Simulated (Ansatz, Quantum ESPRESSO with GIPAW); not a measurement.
# From a field gradient to a quadrupolar line: 39K in KCSN

A plane-wave PAW calculation (PBEsol, Ansatz) gives this electric field gradient, in 10²¹ V/m² and Cartesian axes, at one K site of KCSN (atom 1; KN4S4; site symmetry 2):

```
     -0.0091        0.4550        0.0000
      0.4550        0.3543        0.0000
      0.0000        0.0000       -0.3452
```

39K has spin 3/2, Q = 0.0603 barn and |γ|/2π = 1.9893 MHz/T. The cell is the Ima2 form of a database entry, atoms relaxed, static and at 0 K. 

**Task.** Find C_Q, η_Q and ν_Q, and the shift and width of the central transition under fast MAS at 11.7 T and 18.8 T.

1. The tensor is symmetric and traceless. Its eigenvalues, ordered by size, are V_xx = -0.3173, V_yy = -0.3452 and V_zz = 0.6625.

2. η_Q = (V_xx − V_yy)/V_zz = 0.042.

3. C_Q = eQV_zz/h. One unit of 10²¹ V/m² with one barn gives 24.18 MHz, so C_Q = 24.18 × 0.0603 × 0.6625 = 0.966 MHz. A spectrum shows its size, not its sign.

4. ν_Q = 3C_Q/[2I(2I−1)] = 0.483 MHz in size, and P_Q = |C_Q|√(1 + η²/3) = 0.966 MHz.

5. The resonances lie at ν0 = 23.28 and 37.40 MHz, so ν_Q/ν0 is 0.021 at most and second order holds. The centre of gravity moves by δ_Q = −(3/40)(P_Q/ν0)² F × 10⁶ ppm, with F = [I(I+1) − 3/4]/[I²(2I−1)²] = 0.3333: -43.1 ppm at 11.7 T and -16.7 ppm at 18.8 T.

6. Summing the second-order term over orientations gives a full width of 93.6 ppm (2.2 kHz) and 36.2 ppm (1.4 kHz). In ppm both fall as 1/B²: (11.7/18.8)² = 0.387. The spinning rate must pass the static width for this shape to show cleanly.

[Banner, clock, file and message-heading lines were taken out of the pw.x and gipaw.x logs.]

[Logs are printed without paths, hosts, clocks, repeated set-up lines and the standing remarks that a program may print on its own settings, such as how far it seeks lower states.]

[Hosts, paths, dates, database ids (printed as entryN), source tags and the programs' standing remarks are cut or masked in the printed files.]
